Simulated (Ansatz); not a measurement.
# SiPb (model cell, started as NiAs type): phonons and vibrational spectra, part 2 of 2

Aim: the vibrations of SiPb (model cell, started as NiAs type), their spectra, and whether the structure is stable.

Ansatz 0.2.0; DFT PBEsol, scalar-relativistic, plane waves, PAW.

So far: The starting structure; Rough relaxation; Relaxation. The relaxed cell has a = 3.887, c = 7.422 Å (conventional setting).

The structure was built from a prototype and need not be the compound's stable phase.

## 4. Relaxing to small forces for the phonons

Phonons need a cell at rest on their own settings, so the relaxation is repeated with tight tolerances on forces and stress on the k mesh and occupations of the first response run.

input.yaml

```yaml
crystal:
  lattice:
    - [3.8872090803, 0.0, 0.0]
    - [-1.9436045402, 3.3664218134, 0.0]
    - [0.0, 0.0, 7.4223113348]
  atoms:
    - { symbol: Pb, position: [0.0, 0.0, 0.0] }
    - { symbol: Pb, position: [0.0, 0.0, 0.5] }
    - { symbol: Si, position: [0.3333333333, 0.6666666667, 0.25] }
    - { symbol: Si, position: [0.6666666667, 0.3333333333, 0.75] }
kpoints:
  mp_grid: { grid: [12, 12, 6] }
hamiltonian:
  xc: pbesol
scf:
  occupations: { method: methfessel_paxton, width: 0.15 }
output:
  forces: true
  stress: true
  eigenvalues: true
  write_density: true
  write_potential: true
  elf: true
  volumetric_format: npy
relax:
  adjacent_minimum: "off"
  f_tol: 0.001
  max_steps: 60
  cell: { stress_tol: 0.01 }
```

Run with:

```
$ ansatz run input.yaml --threads 4 --pin off --max-ram 7168MiB --backend cpu --events-out ev --progress --plain --runs-dir out
```

Numbers of over 12 decimals in the logs are rounded to 6 here.

Output:

```text
[...]
Crystal: 4 atoms, lattice volume = 97.128 Å³
Basis set: ecut = 420 eV, 1897 PW (Γ), exchange–correlation on 54×54×100 points (8 copies of the dense FFT grid, shifted against one another)
Bands: 22, of which v1, the nominal top of the filled ones, is band 18 counted from 1 (17 counted from 0)
Symmetry: 24 space group operations
[...]
k-points: 76 of 864
[...]
--- Relaxed structure (3 steps of the walk, 3 accepted, 1 SCFs on fresh bases) ---
[...]
cell:  # Å, volume = 97.0572 Å³
    - [3.884973, 2.8850852272063623e-11, 0.0]
    - [-1.942486, 3.364485, 0.0]
    - [0.0, 0.0, 7.425418]
  atoms:
    - { symbol: Pb, position: [0, 0, 0] }
    - { symbol: Pb, position: [0, 0, 0.5] }
    - { symbol: Si, position: [0.333333, 0.666667, 0.25] }
    - { symbol: Si, position: [0.666667, 0.333333, 0.750000] }
[key lines of the parts left out:]
SCF converged after 5 iterations
Free energy (F): -24750.728366 eV
Fermi energy:    9.380290 eV
P = ⅓ Tr σ = 0.0016 GPa (0.016 kbar)
```

It took 12 s on 4 threads of Arm Neoverse V1, shared host; peak memory 0.49 GiB.

Little changed from the start: no atom moved by 0.005 Å and no cell edge by 0.1 %.

Numbers from this step:

| Quantity | Value |
| --- | --- |
| pressure | 0.001578 GPa |
| volume per atom | 24.26 Å³ |

ELF in the ac plane at fractional y = 1.000, with atoms of Pb within 0.2 Å of it. It is the smooth field of the valence electrons, not physical close to the nuclei.

Ten even steps from '0' (0.00) to '9' (0.68), each cell a mean:
```
00354322245520
23554433344543
55545555554555
44445788765444
23346899975432
11246899986321
22346899986422
44446788875444
55445666655455
44554444444554
01454322345531
00355321245520
00354322245520
23554433344543
55545555554555
44445788765444
23346899975432
11246899986321
22346899986422
44446788875444
55445666655455
44554444444554
01454322345531
00355321245520
```
Columns run along a (3.9 Å), rows up along c (7.4 Å). Atoms in or near the plane, at fractional coordinates: Pb at (0.00, 0.00), Pb at (0.00, 0.50).

Electrostatic potential energy in the ac plane at fractional y = 1.000, with atoms of Pb within 0.2 Å of it. With pseudopotentials it is smooth inside the atoms' cores, unlike the true potential.

Values in eV, 24 rows by 14 columns, each cell a mean:
```
-19 -25 -32 -18   2   9  11  11  11   8  -2 -24 -31 -23
-30 -32 -25  -7   6  10  11  11  11   9   4 -12 -29 -31
-21 -17  -5   5   8  10  11  11  11  10   8   3  -9 -18
  2   4   7   9  10  10  10   9  10  10  10   8   6   3
  9  10  10  11  10   9   8   7   8   9  10  11  10   9
 11  11  11  11  10   8   7   6   7   9  10  11  11  11
 10  11  11  11  10   9   7   7   7   9  10  11  11  11
  6   7   8  10  10  10   9   9   9  10  10   9   8   7
-11  -7   1   7   9  10  10  10  10  10   9   5  -2  -8
-32 -30 -18  -1   7  10  11  11  11   9   6  -6 -24 -31
-23 -28 -31 -15   3   9  11  11  11   8   0 -21 -32 -26
-13 -21 -32 -21   1   9  11  11  11   7  -4 -27 -30 -18
-19 -25 -32 -18   2   9  11  11  11   8  -2 -24 -31 -23
-30 -32 -25  -7   6  10  11  11  11   9   4 -12 -29 -31
-21 -17  -5   5   8  10  11  11  11  10   8   3  -9 -18
  2   4   7   9  10  10  10   9  10  10  10   8   6   3
  9  10  10  11  10   9   8   7   8   9  10  11  10   9
 11  11  11  11  10   8   7   6   7   9  10  11  11  11
 10  11  11  11  10   9   7   7   8   9  10  11  11  11
  6   7   8  10  10  10   9   9   9  10  10   9   8   7
-11  -7   1   7   9  10  10  10  10  10   9   5  -2  -8
-32 -30 -18  -1   7  10  11  11  11   9   6  -6 -24 -31
-23 -28 -31 -15   3   9  11  11  11   8   0 -21 -32 -26
-13 -21 -32 -21   1   9  11  11  11   7  -4 -27 -30 -18
```
Columns run along a (3.9 Å; values clipped at the 3rd and 97th percentile), rows up along c (7.4 Å). Atoms in or near the plane, at fractional coordinates: Pb at (0.00, 0.00), Pb at (0.00, 0.50).

Valence density in the ac plane at fractional y = 1.000, with atoms of Pb within 0.2 Å of it. It is the smooth field of the valence electrons, not physical close to the nuclei.

Values in units of 1e0 e/Å³, 24 rows by 14 columns, each cell a mean:
```
7.7 5.7 2.7 1.0 0.4 0.2 0.1 0.1 0.1 0.2 0.5 1.4 3.6 6.3
3.8 2.9 1.5 0.6 0.3 0.2 0.1 0.1 0.1 0.2 0.4 0.8 1.9 3.2
1.2 0.9 0.6 0.3 0.2 0.2 0.1 0.1 0.1 0.2 0.2 0.4 0.7 1.0
0.4 0.3 0.3 0.2 0.2 0.2 0.2 0.2 0.2 0.2 0.2 0.2 0.3 0.3
0.2 0.2 0.1 0.1 0.2 0.2 0.2 0.2 0.2 0.2 0.2 0.1 0.1 0.2
0.1 0.1 0.1 0.1 0.2 0.2 0.2 0.2 0.2 0.2 0.1 0.1 0.1 0.1
0.1 0.1 0.1 0.1 0.2 0.2 0.2 0.2 0.2 0.2 0.2 0.1 0.1 0.1
0.3 0.2 0.2 0.2 0.2 0.2 0.2 0.2 0.2 0.2 0.2 0.2 0.2 0.2
0.8 0.6 0.4 0.3 0.2 0.2 0.1 0.1 0.1 0.2 0.2 0.3 0.5 0.7
2.5 2.0 1.0 0.5 0.3 0.2 0.1 0.1 0.1 0.2 0.3 0.6 1.3 2.1
6.4 4.8 2.3 0.9 0.3 0.2 0.1 0.1 0.1 0.2 0.4 1.2 3.1 5.3
9.5 7.0 3.2 1.2 0.4 0.2 0.1 0.1 0.1 0.2 0.5 1.6 4.4 7.8
7.7 5.7 2.7 1.0 0.4 0.2 0.1 0.1 0.1 0.2 0.5 1.4 3.6 6.3
3.8 2.9 1.5 0.6 0.3 0.2 0.1 0.1 0.1 0.2 0.4 0.8 1.9 3.2
1.2 0.9 0.6 0.3 0.2 0.2 0.1 0.1 0.1 0.2 0.2 0.4 0.7 1.0
0.4 0.3 0.3 0.2 0.2 0.2 0.2 0.2 0.2 0.2 0.2 0.2 0.3 0.3
0.2 0.2 0.1 0.1 0.2 0.2 0.2 0.2 0.2 0.2 0.2 0.1 0.1 0.2
0.1 0.1 0.1 0.1 0.2 0.2 0.2 0.2 0.2 0.2 0.1 0.1 0.1 0.1
0.1 0.1 0.1 0.1 0.2 0.2 0.2 0.2 0.2 0.2 0.2 0.1 0.1 0.1
0.3 0.2 0.2 0.2 0.2 0.2 0.2 0.2 0.2 0.2 0.2 0.2 0.2 0.2
0.8 0.6 0.4 0.3 0.2 0.2 0.1 0.1 0.1 0.2 0.2 0.3 0.5 0.7
2.5 2.0 1.0 0.5 0.3 0.2 0.1 0.1 0.1 0.2 0.3 0.6 1.3 2.1
6.4 4.8 2.3 0.9 0.3 0.2 0.1 0.1 0.1 0.2 0.4 1.2 3.1 5.3
9.5 7.0 3.2 1.2 0.4 0.2 0.1 0.1 0.1 0.2 0.5 1.6 4.4 7.8
```
Columns run along a (3.9 Å), rows up along c (7.4 Å). Atoms in or near the plane, at fractional coordinates: Pb at (0.00, 0.00), Pb at (0.00, 0.50).

The forces vanish by symmetry and the pressure is 0.002 GPa, within the tolerances set. The cell now holds 24.26 Å³/atom.

## 5. Linear response at the zone centre

The zone centre comes first: it holds the modes that light can see, as far as symmetry allows. No field response is asked, since the mesh shows no gap.

input.yaml, the sections that differ from step 4:

```yaml
crystal:
  lattice:
    - [3.8849729732, 0.0, 0.0]
    - [-1.9424864866, 3.3644852878, 0.0]
    - [0.0, 0.0, 7.425418006]
  atoms:
    - { symbol: Pb, position: [0.0, 0.0, 0.0] }
    - { symbol: Pb, position: [0.0, 0.0, 0.5] }
    - { symbol: Si, position: [0.3333333333, 0.6666666667, 0.25] }
    - { symbol: Si, position: [0.6666666667, 0.3333333333, 0.75] }
output:
  eigenvalues: true
phonons:
  method: dfpt
# kpoints, hamiltonian, scf: as in step 4
# relax: removed
```

Output:

```text
[...]
Crystal: 4 atoms, lattice volume = 97.057 Å³
Basis set: ecut = 420 eV, 1897 PW (Γ), exchange–correlation on 54×54×100 points (8 copies of the dense FFT grid, shifted against one another)
Bands: 22, of which v1, the nominal top of the filled ones, is band 18 counted from 1 (17 counted from 0)
Symmetry: 24 space group operations
k-points: 242 of 864 (irreducible under 2 space group operations, time reversal used)
[...]
SCF iter   1: F=—  HF=-24750.733896 eV  |F-HF|=—  |Δ(HF+E_count)|=         —  Δρ=2.75e-3  dr2=1.09e-2  ethr=1.77e-3  ⟨swp⟩=6.1  Hψ=26871  notcnv=0
[...]
SCF iter  10: F=-24750.728366 eV  HF=-24750.728366 eV  |F-HF|=3.64e-12  |Δ(HF+E_count)|=  3.64e-12  S|Δr|=    0.00e0  Δρ=1.74e-8  dr2=3.90e-13  ethr=1.00e-12  ⟨swp⟩=6.3  Hψ=23906  notcnv=0
SCF 1 converged in 10 iterations: F = -24750.728366 eV  dr2 = 3.90e-13
[...]
DFPT response loops at Γ: preconditioner auto → Kerker (q_TF=auto, 2.313 Å⁻¹) (partly filled bands, converged f_vac=0.000); β = 1.00, the filter's whole step (`scf.mixing.beta` (0.50) is not read by the response loops under this deck's `scf.mixing.preconditioner`; to damp them name `kerker` or `kerker_dos`, under which they read `scf.mixing.beta`, and type it under 1.00, their step now; both keys bind the ground state too); Broyden in place of MSR1
SCF converged after 10 iterations
[...]
Free energy (F): -24750.728366 eV
[...]
Internal energy: -24750.727474 eV  (E = F + TS)
E sigma→0 (E₀):  -24750.728143 eV
Entropy (-TS):   -0.000892 eV (-0.223 meV/atom)
Fermi energy:    9.380290 eV
Step filling:    the computed levels leave a gap of 0.0000 eV = 0.0 smearing widths at the electron count; against every level under it full and every level over it empty, smearing changes F+E_penalty+E_count by +0.250 meV and its σ→0 estimate by +0.473 meV
[...]
--- Band table (eV; the first three rows and the last of 242) ---
  k-point 0: bands = [... 14 lower, 8.0951, 9.9542, 9.9542, 11.1671, 11.1671, 12.4801, 13.4520, 13.4520]
  k-point 1: bands = [... 14 lower, 9.2095, 10.0239, 10.0239, 11.0755, 11.0755, 12.3555, 13.4034, 13.4034]
  k-point 2: bands = [... 14 lower, 10.2223, 10.2223, 10.3760, 10.8299, 10.8299, 11.9637, 13.3496, 13.3496]
  k-point 241: bands = [... 14 lower, 6.0217, 6.0217, 7.3163, 7.3163, 10.0754, 10.0754, 11.2178, 11.2178]
--- Phonons (Γ-DFPT): 4 representative perturbations + reference, on 242 of 864 k-points (Σ response iterations 12) ---
  k mesh reduced under 2 symmetry operations, with k and −k counted as one. Each operation leaves every solved perturbation unchanged. A smaller set is not used because it would not reduce the number of displacements times k-points to solve
  ASR residual: 4.240e-5 → 0.000e0 eV/Å²; symmetrization residual: 5.886e-6 eV/Å²
  ASR residual per site (eV/Å²): 4.24e-5 4.24e-5 1.09e-5 1.09e-5
  Γ frequencies (cm⁻¹): 0.00 0.00 0.00 54.31 54.31 80.78 163.50 163.50 172.29 172.29 187.38 196.26
  non-analytic LO–TO correction: not included (Born effective charges unavailable; polar crystals: no LO–TO splitting at Γ)
```

It took 74 s on 4 threads; peak memory 2 GiB; 4.6 min of CPU time.

Numbers from this step:

```
sum-rule residual before enforcement                    : 4.24e-5 eV/Å²
point group                                             : 6/mmm
highest optical mode at the zone centre (no LO-TO term) : 196.3 cm⁻¹
lowest optical zone-centre mode                         : 54.31 cm⁻¹
```

Patterns of degenerate modes are one choice out of their space. Modes at Γ, with each element's share of the kinetic energy:

```tsv
mode	frequency (cm⁻¹)	symmetry	Pb %	Si %
1	0.0	acoustic	88	12
2	0.0	acoustic	88	12
3	0.0	acoustic	88	12
4	54.3	E2u	100	0
5	54.3	E2u	100	0
6	80.8	B2u	100	0
7	163.5	E2g	0	100
8	163.5	E2g	0	100
9	172.3	E1u	12	88
10	172.3	E1u	12	88
11	187.4	B1g	0	100
12	196.3	A2u	12	88
```

Displacements in mode 4 (54.3 cm⁻¹), the largest set to 1:
```
Pb1 -0.35  1.00  0.00
Pb2  0.35 -1.00  0.00
Si3  0.00  0.00  0.00
Si4  0.00  0.00  0.00
```

Displacements in mode 11 (187.4 cm⁻¹), the largest set to 1:
```
Pb1  0.00  0.00  0.00
Pb2  0.00  0.00  0.00
Si3  0.00  0.00 -1.00
Si4  0.00  0.00  1.00
```

Before it was imposed, the acoustic sum rule was missed by 4.2e-5 eV/Å². Small misses are needed for a sound result but don't prove that mesh and cutoff are converged. The lowest optical mode is real, 54.3 cm⁻¹.

## 6. Response at finite wavevector

The mesh has a single point along some directions, so zone-edge points there are not solved. Linear response on a 2×2×1 q mesh gives force constants as far as a supercell of that size would.

Changes to input.yaml since step 5:

```diff
@@ -20 +20,9 @@
   method: dfpt
+  qmesh: [2, 2, 1]
+  temperatures: { t_max: 1000, t_step: 50 }
+  qpath:
+    path:
+      - [[0.0, 0.0, 0.0], [0.5, 0.0, 0.0], [0.33333333, 0.33333333, 0.0], [0.0, 0.0, 0.0], [0.0, 0.0, 0.5], [0.5, 0.0, 0.5], [0.33333333, 0.33333333, 0.5], [0.0, 0.0, 0.5]]
+      - [[0.5, 0.0, 0.5], [0.5, 0.0, 0.0]]
+      - [[0.33333333, 0.33333333, 0.5], [0.33333333, 0.33333333, 0.0]]
+    npoints: 10
```

Output:

```text
[...]
Crystal: 4 atoms, lattice volume = 97.057 Å³
Basis set: ecut = 420 eV, 1897 PW (Γ), exchange–correlation on 54×54×100 points (8 copies of the dense FFT grid, shifted against one another)
Bands: 22, of which v1, the nominal top of the filled ones, is band 18 counted from 1 (17 counted from 0)
Symmetry: 24 space group operations
k-points: 76 of 864
[...]
SCF iter   1: F=—  HF=-24750.734153 eV  |F-HF|=—  |Δ(HF+E_count)|=         —  Δρ=2.74e-3  dr2=1.09e-2  ethr=1.77e-3  ⟨swp⟩=6.1  Hψ=8438  notcnv=0
[...]
SCF iter  10: F=-24750.728366 eV  HF=-24750.728366 eV  |F-HF|=0.00e0  |Δ(HF+E_count)|=    0.00e0  S|Δr|=    0.00e0  Δρ=1.82e-8  dr2=4.26e-13  ethr=1.00e-12  ⟨swp⟩=6.5  Hψ=7705  notcnv=0
SCF 1 converged in 10 iterations: F = -24750.728366 eV  dr2 = 4.26e-13
[...]
phonons: the bands overlap, so this run is a metal and interpolates without the dipole-dipole term. If the crystal is really an insulator or semiconductor, its LO-TO splitting is missing
NSCF: frozen V_eff on 76 k-points
[...]
DFPT response loops at q = (0, 0, 0) (fractional): preconditioner auto → Kerker (q_TF=auto, 2.313 Å⁻¹) (partly filled bands, converged f_vac=0.000); β = 1.00, the filter's whole step (`scf.mixing.beta` (0.50) is not read by the response loops under this deck's `scf.mixing.preconditioner`; to damp them name `kerker` or `kerker_dos`, under which they read `scf.mixing.beta`, and type it under 1.00, their step now; both keys bind the ground state too); Broyden in place of MSR1
[...]
SCF converged after 10 iterations
[...]
Free energy (F): -24750.728366 eV
[...]
Internal energy: -24750.727474 eV  (E = F + TS)
E sigma→0 (E₀):  -24750.728143 eV
Entropy (-TS):   -0.000892 eV (-0.223 meV/atom)
Fermi energy:    9.380290 eV
[...]
--- Band table (eV; the first three rows and the last of 76) ---
  k-point 0: bands = [... 14 lower, 8.0951, 9.9542, 9.9542, 11.1671, 11.1671, 12.4801, 13.4520, 13.4520]
  k-point 1: bands = [... 14 lower, 9.2095, 10.0239, 10.0239, 11.0755, 11.0755, 12.3555, 13.4034, 13.4034]
  k-point 2: bands = [... 14 lower, 10.2223, 10.2223, 10.3760, 10.8299, 10.8299, 11.9637, 13.3496, 13.3496]
  k-point 75: bands = [... 14 lower, 5.3687, 5.3687, 8.0579, 8.0579, 9.3882, 9.3882, 10.3571, 10.3571]
--- Phonons (Γ-DFPT): 4 representative perturbations + reference (Σ response iterations 12) ---
  ASR residual: 4.866e-5 → 0.000e0 eV/Å²; symmetrization residual: 4.475e-6 eV/Å²
  ASR residual per site (eV/Å²): 4.87e-5 4.87e-5 1.78e-5 1.78e-5
[...]
--- Phonons (arbitrary-q DFPT): 2 irreducible q on the 2×2×1 mesh ---
  q = [0.0000, 0.0000, 0.0000] (star 1, of the zone-centre solve; hermiticity 2.11e-6, symmetrization 1.18e-11): -0.00 -0.00 0.00 54.31 54.31 80.78 163.50 163.50 172.29 172.29 187.38 196.26
  q = [0.0000, -0.5000, 0.0000] (star 3, 6 solved perturbations in 1242 linear systems a pass and spin channel, the states on 242 of 864 k-point pairs; hermiticity 1.12e-6, symmetrization 1.41e-13): 17.85 25.15 37.24 68.01 68.47 84.04 169.49 172.18 177.56 178.73 184.62 218.29
  sum rule: each row above includes the acoustic sum rule's correction from the zone centre's row sums; it moved no ω² by more than (0.42 cm⁻¹)²
  mesh force constants: q→R imaginary residual 2.14e-17; ASR residual 4.866e-5 → 0.000e0 eV/Å²; symmetrization residual 3.997e-15 eV/Å²
  interpolated dispersion: 93 rows × 12 modes
  density of states and harmonic sums: on the 18×18×9 q-mesh, interpolated from the force constants of a 2×2×1 supercell (no non-analytic term)
  largest difference from the sums on the solved wave vectors: F 1.74e-1 eV, S 2.38e-4 and C_V 6.45e-5 eV/K
  zero-point energy: 0.086117 eV/cell   skipped modes (ω ≤ 0): 3   left out of the sums: 8.57e-5 of the cell's modes: C_V's classical limit lies that fraction below 3 k_B per atom; for a crystal, a wire or a layer, F and S can be off by more, and a phonons.interpolated_qmesh denser along its periods is the remedy for the sampling
```

It took 2.1 min on 4 threads; peak memory 1.5 GiB.

This step gave:

| Property | Result |
| --- | --- |
| sum-rule residual before enforcement | 4.87e-5 eV/Å² |
| lowest mode on the q mesh (acoustic modes at Γ apart) | 17.85 cm⁻¹ |
| highest frequency at a solved wavevector (no LO-TO term at Γ) | 218.3 cm⁻¹ |

Frequencies (cm⁻¹) solved at each irreducible wavevector; negative means imaginary. Frequencies by wavevector, by row:

```tsv
q in reciprocal lattice units	star	mode 1	mode 2	mode 3	mode 4	mode 10	mode 11	mode 12
0 0 0	1	0	0	0	54.3	172.3	187.4	196.3
0 -0.5 0	3	17.9	25.1	37.2	68	178.7	184.6	218.3
```

Symmetry leaves 2 wavevectors to solve. The lowest mode among them, the acoustic zeros apart, lies at q = (0, -0.5, 0) and is real, 17.9 cm⁻¹.

## 7. Another isotope, element Pb, natural mass 207.2 amu

An isotope changes the mass and not the force constants, so no new electronic calculation is needed; the shifts show which modes move this element.

The same force constants with the mass of Pb changed from 207.200 to 203.973 u (phonopy, no LO-TO term). Both lists are sorted by frequency; levels can cross, so a row need not hold one and the same mode. Modes under 3 cm⁻¹ are left out. Isotope shifts, by row:

```tsv
q	rank	natural mass (cm⁻¹)	changed mass (cm⁻¹)
0 0 0	4	54.31	54.74
0 0 0	5	54.31	54.74
0 0 0	6	80.78	81.41
0 0 0	7	163.5	163.5
0 0 0	8	163.5	163.5
0 0 0	9	172.3	172.4
0 0 0	10	172.3	172.4
0 0 0	11	187.4	187.4
0 0 0	12	196.3	196.4
0 -0.5 0	1	17.85	17.98
0 -0.5 0	2	25.15	25.3
0 -0.5 0	3	37.24	37.51
0 -0.5 0	4	68.01	68.54
0 -0.5 0	5	68.47	69
0 -0.5 0	6	84.04	84.7
0 -0.5 0	7	169.5	169.5
0 -0.5 0	8	172.2	172.2
0 -0.5 0	9	177.6	177.6
0 -0.5 0	10	178.7	179
0 -0.5 0	11	184.6	184.8
0 -0.5 0	12	218.3	218.4
```

A mode of this element alone would shift by +0.79 %. The highest zone-centre frequency without the field goes from 196.3 to 196.4 cm⁻¹ (+0.1 %). The product of the frequency ratios over all optical modes at Γ is 1.027; the product rule, (m/m′)^(3k/2) (M′/M)^(3/2) with k = 2 such atoms and M the mass of the cell, gives 1.027.

## 8. Another isotope, element Si, natural mass 28.085 amu

The same for Si, from 28.09 to 29.97 u.

A mode of this element alone would shift by -3.20 %. The highest zone-centre frequency without the field goes from 196.3 to 190.7 cm⁻¹ (-2.8 %). The product of the frequency ratios over all optical modes at Γ is 0.833; the product rule, (m/m′)^(3k/2) (M′/M)^(3/2) with k = 2 such atoms and M the mass of the cell, gives 0.833.

## 9. Results

```
space group after relaxation (within 0.01 Å)            : P6_3/mmc
volume per atom                                         : 24.3 Å³
electronic character                                    : no gap on this mesh
highest optical mode at the zone centre (no LO-TO term) : 196 cm⁻¹
lowest optical zone-centre mode                         : 54.3 cm⁻¹
lowest mode on the q mesh (acoustic modes at Γ apart)   : 17.9 cm⁻¹
imaginary modes on the 2×2×1 q mesh                     : none
```

The structure is a minimum as far as tested: no mode is imaginary at the 2 irreducible wavevectors of the 2×2×1 mesh, and the softest away from the acoustic zeros lies at 18 cm⁻¹. The optical modes at Γ span 54 to 196 cm⁻¹. The highest mode in this list at Γ, 196.3 cm⁻¹, is mostly motion of Si (88 % of the kinetic energy). The q mesh is too sparse to interpolate, so only the solved wavevectors are given. With no gap, or one that is small against the smearing, the frequencies hang on the k mesh and the smearing, most of all near Kohn anomalies. Spin-orbit coupling is left out, which can matter for the heavy elements here. The starting cell was built on a prototype and not taken from a measurement, so the phase need not exist. These are harmonic frequencies at zero temperature: anharmonic shifts, linewidths and thermal expansion are left out.

[Logs are printed without paths, hosts, clocks, repeated set-up lines and the standing remarks that a program may print on its own settings, such as how far it seeks lower states.]

[Hosts, paths, dates, database ids (printed as entryN), source tags and the programs' standing remarks are cut or masked in the printed files.]
